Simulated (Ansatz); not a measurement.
# Be2N (built on the sites of a database entry of Ba2N): relaxing the cell for a phonon run

Wanted: the relaxed cell of Be2N (built on the sites of a database entry of Ba2N).

Main program and level: Ansatz 0.2.0; DFT PBEsol, scalar-relativistic, plane waves, PAW.

Report form: the programs' logs are mostly left out.

The structure was built from a prototype and need not be the compound's stable phase.

## 1. Starting point

It takes space group R-3m (No. 166, trigonal). Conventional cell: a = 2.210 Å, b = 2.210 Å, c = 12.299 Å, α = 90.00°, β = 90.00°, γ = 120.00°. Be has 3 N at 1.52 Å nearest. N has 6 Be at 1.52 Å nearest. Farther neighbours and most contacts between anions are not listed.

As a file:

```
Be N
1.0
     1.10484    0.63788    4.09963
    -1.10484    0.63788    4.09963
     0.00000   -1.27576    4.09963
Be N
2 1
Direct
  0.26647 0.26647 0.26647
  0.73353 0.73353 0.73353
  0.00000 0.00000 0.00000
```

## 2. Probe on a coarse mesh

First a cheap look: the gap decides the mesh and the occupations, the pressure tells how far the cell has to move.

The input, input.yaml:

```yaml
crystal:
  lattice:
    - [1.10484, 0.63788, 4.09963]
    - [-1.10484, 0.63788, 4.09963]
    - [0.0, -1.27576, 4.09963]
  atoms:
    - { symbol: Be, position: [0.26647, 0.26647, 0.26647] }
    - { symbol: Be, position: [0.73353, 0.73353, 0.73353] }
    - { symbol: "N", position: [0.0, 0.0, 0.0] }
kpoints:
  mp_grid: { grid: [9, 9, 9] }
hamiltonian:
  xc: pbesol
scf:
  occupations: { method: gaussian, width: 0.1 }
output:
  forces: true
  stress: true
  eigenvalues: true
```

Run with:

```console
$ ansatz run input.yaml --threads 8 --pin off --max-ram 14336MiB --backend cpu --events-out ev --progress --plain --runs-dir out
```

Elapsed: 0.27 s, on 8 threads of Intel Xeon Platinum 8488C (Sapphire Rapids), shared host; peak memory 0.34 GiB.

This run has no spin polarisation although its electron count is odd.

Numbers from this step:

```yaml
pressure: 127.4 GPa
volume_per_atom: 5.778 Å³
gap_on_the_k_mesh: 0 eV
```

The coarse mesh shows no gap and a pressure of 127.4 GPa.

## 3. Rough relaxation

A rough relaxation comes first, because large forces or stress need no tight tolerances yet.

Changes to input.yaml since step 2:

```diff
@@ -10,3 +10,3 @@
 kpoints:
-  mp_grid: { grid: [9, 9, 9] }
+  mp_grid: { grid: [12, 12, 12] }
 hamiltonian:
@@ -19 +19,6 @@
   eigenvalues: true
+relax:
+  adjacent_minimum: "off"
+  f_tol: 0.05
+  max_steps: 80
+  cell: { stress_tol: 0.5 }
```

Wall time 4.9 s (8 threads); peak memory 0.46 GiB; 29 s of CPU time.

Step by step:

| step | energy less that of the first step (eV) | largest force component (eV/Å) | pressure (GPa) | volume (Å³) |
| --- | --- | --- | --- | --- |
| 1 | 0.0000 | 2.6041 | 127.36 | 17.34 |
| 2 | -1.5050 | 0.9194 | 79.00 | 19.01 |
| 3 | -2.4355 | 0.6202 | 43.13 | 20.86 |
| 4 | -2.8975 | 0.3209 | 15.47 | 22.76 |
| 5 | -2.9902 | 0.0985 | 3.10 | 23.43 |
| 6 | -2.9931 | 0.0343 | 0.18 | 23.73 |
| 7* | -3.1199 | 0.0697 | 5.46 | 23.73 |
| 8 | -3.1314 | 0.0090 | 0.75 | 24.37 |
| 9 | -3.1311 | 0.0611 | 0.19 | 24.52 |
| 10 | -3.1313 | 0.0003 | 0.01 | 24.53 |
| 11* | -3.1337 | 0.0002 | 0.04 | 24.53 |

Relaxation steps marked * repeat the geometry before them on a plane-wave basis chosen anew for their cell, so energy and pressure can jump there.

Forces are held to the 12 operations that the run works with; a distortion that breaks them can't arise in this run.

| cell as run | before | after | change |
| --- | --- | --- | --- |
| a (Å) | 4.294 | 4.323 | +0.7 % |
| b (Å) | 4.294 | 4.323 | +0.7 % |
| c (Å) | 4.294 | 4.323 | +0.7 % |
| α (°) | 29.82 | 35.65 | +19.5 % |
| β (°) | 29.82 | 35.65 | +19.5 % |
| γ (°) | 29.82 | 35.65 | +19.5 % |
| volume (Å³/atom) | 5.78 | 8.18 | +41.5 % |

The atoms that moved most (Å, as changes of fractional coordinates times the final cell):

| atom | dx | dy | dz | length |
| --- | --- | --- | --- | --- |
| Be2 | 0.000 | 0.000 | -0.015 | 0.015 |
| Be1 | 0.000 | 0.000 | 0.015 | 0.015 |

Final coordinates:

```xyz
3
Lattice="1.3232 0.7640 4.0435 -1.3232 0.7640 4.0435 0.0000 -1.5279 4.0435" Properties=species:S:1:pos:R:3 pbc="T T T"
Be    0.0000    0.0000    3.2474
Be    0.0000    0.0000    8.8832
N     0.0000    0.0000    0.0000
```

This step gave:

```
pressure        : 0.03656 GPa
volume per atom : 8.175 Å³
```

In this step the volume went from 5.78 to 8.18 Å³/atom.

## 4. Bringing the structure to rest

The cell and atoms are relaxed, since residual forces and stress would shift the frequencies.

input.yaml, the sections that differ from step 3:

```yaml
crystal:
  lattice:
    - [1.32323316, 0.7639690211, 4.043535509]
    - [-1.32323316, 0.7639690211, 4.043535509]
    - [0.0, -1.5279380423, 4.043535509]
  atoms:
    - { symbol: Be, position: [0.2677018498, 0.2677018498, 0.2677018498] }
    - { symbol: Be, position: [0.7322981502, 0.7322981502, 0.7322981502] }
    - { symbol: "N", position: [0.0, 0.0, 0.0] }
kpoints:
  mp_grid: { grid: [18, 18, 18] }
relax:
  adjacent_minimum: "off"
  f_tol: 0.005
  max_steps: 80
  cell: { stress_tol: 0.05 }
# hamiltonian, scf, output: as in step 3
```

The job ended after 5.7 s (8 threads; peak memory 0.56 GiB).

The steps of the relaxation:

| step | energy less that of the first step (eV) | largest force component (eV/Å) | pressure (GPa) | volume (Å³) |
| --- | --- | --- | --- | --- |
| 1 | 0.0000 | 0.0236 | -0.03 | 24.53 |
| 2 | -0.0006 | 0.0039 | 0.21 | 24.37 |
| 3 | -0.0006 | 0.0066 | 0.08 | 24.40 |
| 4 | -0.0006 | 0.0032 | 0.02 | 24.40 |
| 5* | -0.0003 | 0.0033 | 0.00 | 24.40 |

Relaxation steps marked * repeat the geometry before them on a plane-wave basis chosen anew for their cell, so energy and pressure can jump there.

Forces are held to the 12 operations that the run works with; a distortion that breaks them can't arise in this run.

| conventional cell, symmetrised | before | after | change |
| --- | --- | --- | --- |
| a (Å) | 2.646 | 2.648 | +0.0 % |
| b (Å) | 2.646 | 2.648 | +0.0 % |
| c (Å) | 12.131 | 12.060 | -0.6 % |
| volume (Å³/atom) | 8.18 | 8.13 | -0.5 % |

The relaxed structure:

```cif
data_structure
_symmetry_space_group_name_H-M 'P 1'
_symmetry_Int_Tables_number 1
_cell_length_a 4.3007
_cell_length_b 4.3007
_cell_length_c 4.3007
_cell_angle_alpha 35.853
_cell_angle_beta 35.853
_cell_angle_gamma 35.853
_cell_volume 24.40
loop_
_atom_site_label
_atom_site_type_symbol
_atom_site_fract_x
_atom_site_fract_y
_atom_site_fract_z
_atom_site_occupancy
Be1 Be 0.26728 0.26728 0.26728 1
Be2 Be 0.73272 0.73272 0.73272 1
N3 N 0.00000 0.00000 0.00000 1
```

This step gave:

* pressure: -0.001553 GPa
* volume per atom: 8.134 Å³

In this step the volume went from 8.18 to 8.13 Å³/atom.

## 5. Tight relaxation

Phonons need a cell at rest on their own settings, so the relaxation is repeated with tight tolerances on forces and stress on the k mesh and occupations of the first response run.

The input, input.yaml:

```yaml
crystal:
  lattice:
    - [1.3237582836, 0.7642722014, 4.0199172378]
    - [-1.3237582836, 0.7642722014, 4.0199172378]
    - [0.0, -1.5285444028, 4.0199172378]
  atoms:
    - { symbol: Be, position: [0.2672763555, 0.2672763555, 0.2672763555] }
    - { symbol: Be, position: [0.7327236445, 0.7327236445, 0.7327236445] }
    - { symbol: "N", position: [0.0, 0.0, 0.0] }
kpoints:
  mp_grid: { grid: [18, 18, 18] }
hamiltonian:
  xc: pbesol
scf:
  occupations: { method: methfessel_paxton, width: 0.15 }
output:
  forces: true
  stress: true
  eigenvalues: true
relax:
  adjacent_minimum: "off"
  f_tol: 0.001
  max_steps: 60
  cell: { stress_tol: 0.01 }
```

Elapsed: 9.6 s, on 8 threads; peak memory 0.56 GiB.

Little changed from the start: no atom moved by 0.005 Å and no cell edge by 0.1 %.

This step gave:

| Property | Result |
| --- | --- |
| pressure | -0.001146 GPa |
| volume per atom | 8.127 Å³ |

The largest force component left is 0.010 meV/Å and the pressure is -0.001 GPa, within the tolerances set. The cell now holds 8.13 Å³/atom.

## 6. Results

| Item | Value |
| --- | --- |
| space group after relaxation (within 0.01 Å) | R-3m |
| lattice constant a | 2.648 Å |
| lattice constant b | 2.648 Å |
| lattice constant c | 12.048 Å |
| volume per atom | 8.13 Å³ |

The largest force component left is 0.010 meV/Å and the pressure is -0.001 GPa, within the tolerances set. The cell now holds 8.13 Å³/atom. The relaxation keeps the symmetry of its start, so it says nothing on stability against lower symmetry. The runs are without spin polarisation, although the cell has an odd electron count. The starting cell was built on a prototype and not taken from a measurement, so the phase need not exist.

[Logs are printed without paths, hosts, clocks, repeated set-up lines and the standing remarks that a program may print on its own settings, such as how far it seeks lower states.]

[Hosts, paths, dates, database ids (printed as entryN), source tags and the programs' standing remarks are cut or masked in the printed files.]
